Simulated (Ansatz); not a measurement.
# Ge wire along [100], 21 atoms a period, H-terminated: bands by functional

Wanted: the relaxed geometry and the bands of the Ge wire along [100], 21 atoms a period, H-terminated.

Main program and level: Ansatz 0.2.0; DFT PBE, plane waves, PAW; relaxation of a wire's period; PAW set soft_1, in the first sound run; inputs show where later runs differ.

This is a report of a sequence of runs, with most program output left out.

### 1. The structure

The cell holds 41 atoms: 21 Ge and 20 H. Cell: a = 17.241 Å, b = 17.241 Å, c = 5.760 Å, α = 90.0°, β = 90.0°, γ = 90.0°. Vacuum lies along a and b. The structure's axis is c.

### 2. The relaxed wire

Band widths follow the bond lengths, so the wire is relaxed first. The atoms and the third cell vector are free; the box across stays fixed as vacuum. A Fermi-Dirac smearing is set since the result may be a metal. The pressure printed is a third of the stress's trace over the whole box, vacuum included; only the stress along the axis is relaxed.

input.yaml

```yaml
crystal:
  lattice:
    - [17.241, 0.0, 0.0]
    - [0.0, 17.241, 0.0]
    - [0.0, 0.0, 5.76]
  atoms:
    - { symbol: Ge, position: [0.24944414, 0.58353149, 0.0] }
    - { symbol: Ge, position: [0.416487815, 0.416487815, 0.0] }
    - { symbol: Ge, position: [0.416487815, 0.750575165, 0.0] }
    - { symbol: Ge, position: [0.58353149, 0.24944414, 0.0] }
    - { symbol: Ge, position: [0.58353149, 0.58353149, 0.0] }
    - { symbol: Ge, position: [0.750575165, 0.416487815, 0.0] }
    - { symbol: H, position: [0.280726176, 0.280726176, 0.093634302] }
    - { symbol: H, position: [0.719293129, 0.719293129, 0.093634302] }
[... 29 atom lines left out ...]
    - { symbol: H, position: [0.197204338, 0.635771292, 0.843634302] }
    - { symbol: H, position: [0.364248013, 0.802814967, 0.843634302] }
    - { symbol: H, position: [0.635771292, 0.197204338, 0.843634302] }
    - { symbol: H, position: [0.802814967, 0.364248013, 0.843634302] }
kpoints:
  mp_grid: { grid: [1, 1, 14] }
scf:
  occupations: { method: fermi_dirac, width: 0.05 }
hamiltonian:
  xc: pbe
  pseudopotentials: { kind: paw, azcp: { folder: soft_1 } }
relax:
  cell: { fix: [a, b, alpha, beta, gamma] }
  max_steps: 45
  f_tol: 0.03
```

Run with:

```bash
ansatz run input.yaml --threads 4 --pin off --max-ram 16384MiB --backend cpu --events-out ev --progress --plain --runs-dir out
```

Elapsed: 8.2 min, on 4 threads of Arm Neoverse V2, shared host; peak memory 6 GiB; 31 min of CPU time.

The steps of the relaxation:

| step | energy less that of the first step (eV) | largest force component (eV/Å) | pressure (GPa) | volume (Å³) |
| --- | --- | --- | --- | --- |
| 1 | 0.0000 | 0.2949 | -0.35 | 1712.17 |
| 2 | -0.3702 | 0.2611 | -0.17 | 1724.17 |
| 3 | -0.5061 | 0.0994 | -0.09 | 1723.25 |
| 4 | -0.5944 | 0.1000 | -0.02 | 1723.43 |
| 5 | -0.6308 | 0.0696 | 0.01 | 1721.95 |
| 6 | -0.6415 | 0.0097 | 0.00 | 1720.83 |
| 7* | -0.6430 | 0.0098 | 0.00 | 1720.83 |

Relaxation steps marked * repeat the geometry before them on a plane-wave basis chosen anew for their cell, so energy and pressure can jump there.

The run keeps the 8 symmetry operations that it works with, so distortions that break them were not tested.

| cell as run | before | after | change |
| --- | --- | --- | --- |
| c (Å) | 5.760 | 5.789 | +0.5 % |

The atoms that moved most (Å, along periodic axes as changes of fractional coordinates times the final cell, across vacuum about the mean position):

| atom | dx | dy | dz | length |
| --- | --- | --- | --- | --- |
| H21 | 0.139 | 0.213 | 0.274 | 0.374 |
| H20 | 0.213 | 0.139 | 0.274 | 0.374 |
| H9 | -0.139 | 0.213 | -0.274 | 0.374 |
| H11 | 0.213 | -0.139 | -0.274 | 0.374 |
| H12 | 0.139 | -0.213 | -0.274 | 0.374 |
| H10 | -0.213 | 0.139 | -0.274 | 0.374 |
| H18 | -0.139 | -0.213 | 0.274 | 0.374 |
| H19 | -0.213 | -0.139 | 0.274 | 0.374 |

Numbers from this step:

- cell length along the wire: 5.789 Å

The cell's length comes to 5.789 Å with spin left out.

### 3. Bands of the perfect wire

This step: DFT PBE, plane waves, PAW; bands of a perfect wire; PAW set soft_1 (Ansatz 0.2.0).

At the relaxed period the bands are computed along the axis; those that cross an energy going forward count the channels that a perfect wire would open there.

input.yaml

```yaml
crystal:
  lattice:
    - [17.241, 0.0, 0.0]
    - [0.0, 17.241, 0.0]
    - [0.0, 0.0, 5.789135066]
  atoms:
    - { symbol: Ge, position: [0.253766017, 0.58850365, 0.981203549] }
    - { symbol: Ge, position: [0.417351804, 0.417351804, 0.001740499] }
    - { symbol: Ge, position: [0.411515655, 0.746253288, 0.981203549] }
    - { symbol: Ge, position: [0.58850365, 0.253766017, 0.981203549] }
    - { symbol: Ge, position: [0.582667501, 0.582667501, 0.001740499] }
    - { symbol: Ge, position: [0.746253288, 0.411515655, 0.981203549] }
    - { symbol: H, position: [0.282749585, 0.282749585, 0.103654282] }
    - { symbol: H, position: [0.71726972, 0.71726972, 0.103654282] }
[... 29 atom lines left out ...]
    - { symbol: H, position: [0.213407074, 0.645850766, 0.813783154] }
    - { symbol: H, position: [0.354168539, 0.786612232, 0.813783154] }
    - { symbol: H, position: [0.645850766, 0.213407074, 0.813783154] }
    - { symbol: H, position: [0.786612232, 0.354168539, 0.813783154] }
kpoints:
  mp_grid: { grid: [1, 1, 14] }
  band_path: { path: ["Γ", Z], npoints: 90 }
scf:
  occupations: { method: fermi_dirac, width: 0.05 }
hamiltonian:
  xc: pbe
  pseudopotentials: { kind: paw, azcp: { folder: soft_1 } }
output:
  dos: { e_range: [-5, 4] }
  write_potential: true
  write_density: true
  volumetric_format: npy
```

The job ended after 15 min (4 threads; peak memory 12 GiB; 61 min of CPU time).

Numbers from this step:

| Quantity | Value |
| --- | --- |
| band gap | 2.561 eV |

Electronic bands along the path, in eV, zero at the Fermi level; v1 is the highest filled band, c1 the lowest empty one:

| point | v4 | v3 | v2 | v1 | c1 | c2 | c3 | c4 |
| --- | --- | --- | --- | --- | --- | --- | --- | --- |
| Γ | -1.63 | -1.38 | -1.38 | -1.29 | 1.42 | 1.50 | 1.71 | 1.71 |
| halfway | -1.91 | -1.47 | -1.45 | -1.45 | 1.53 | 1.54 | 1.54 | 1.74 |
| Z | -1.84 | -1.83 | -1.77 | -1.77 | 1.27 | 1.36 | 1.46 | 1.46 |

The gap is 2.56 eV, with spin left out.

On this path the gap is indirect, 2.56 eV, with the valence top at Γ and the conduction bottom between Γ and Z. The least direct gap is 2.71 eV.

### 4. Levels at the same atoms, cutoff 500 eV, k-mesh 1×1×11

This step: DFT r2SCAN, plane waves, PAW; bands of a perfect wire at the PBE geometry; PAW set soft_1 (Ansatz 0.2.0).

The atoms stay at the PBE geometry and the functional changes. r2SCAN also reads the kinetic-energy density; it often gives larger moments and wider gaps than PBE, at a higher cost. Against the first PBE run of this kind, the cutoff is 500 eV against 420 and the mesh along the wire has 11 points against 14.

input.yaml, as its differences from that of step 3:

```diff
@@ -48,3 +48,3 @@
 kpoints:
-  mp_grid: { grid: [1, 1, 14] }
+  mp_grid: { grid: [1, 1, 11] }
   band_path: { path: ["Γ", Z], npoints: 90 }
@@ -53,8 +53,3 @@
 hamiltonian:
-  xc: pbe
+  xc: r2scan
   pseudopotentials: { kind: paw, azcp: { folder: soft_1 } }
-output:
-  dos: { e_range: [-5, 4] }
-  write_potential: true
-  write_density: true
-  volumetric_format: npy
```

Wall time 21 min (4 threads); peak memory 12 GiB; 85 min of CPU time.

This step gave:

```yaml
band_gap: 2.918 eV
```

Electronic bands along the path, in eV, zero at the Fermi level; v1 is the highest filled band, c1 the lowest empty one:

| point | v4 | v3 | v2 | v1 | c1 | c2 | c3 | c4 |
| --- | --- | --- | --- | --- | --- | --- | --- | --- |
| Γ | -1.83 | -1.55 | -1.55 | -1.46 | 1.59 | 1.63 | 1.84 | 1.84 |
| halfway | -2.12 | -1.65 | -1.63 | -1.63 | 1.71 | 1.71 | 1.72 | 1.91 |
| Z | -2.05 | -2.04 | -1.97 | -1.97 | 1.46 | 1.52 | 1.63 | 1.63 |

The gap is 2.92 eV, against 2.56 eV under PBE at the relaxed period.

### 5. Outcome

```yaml
cell_length_pbe: 5.789 Å
gap_pbe: 2.56 eV
gap_r2scan: 2.92 eV
```

**Reading.** Under PBE the cell's length is 5.79 Å, and a gap of 2.56 eV makes it a semiconductor. At the relaxed period the wire is gapped under every functional, from 2.56 eV (PBE) to 2.92 eV (r2SCAN). Weak screening in one dimension makes quasiparticle gaps larger than the semilocal gaps, as a rule.

[Logs are printed without paths, hosts, clocks, repeated set-up lines and the standing remarks that a program may print on its own settings, such as how far it seeks lower states.]

[Hosts, paths, dates, database ids (printed as entryN), source tags and the programs' standing remarks are cut or masked in the printed files.]
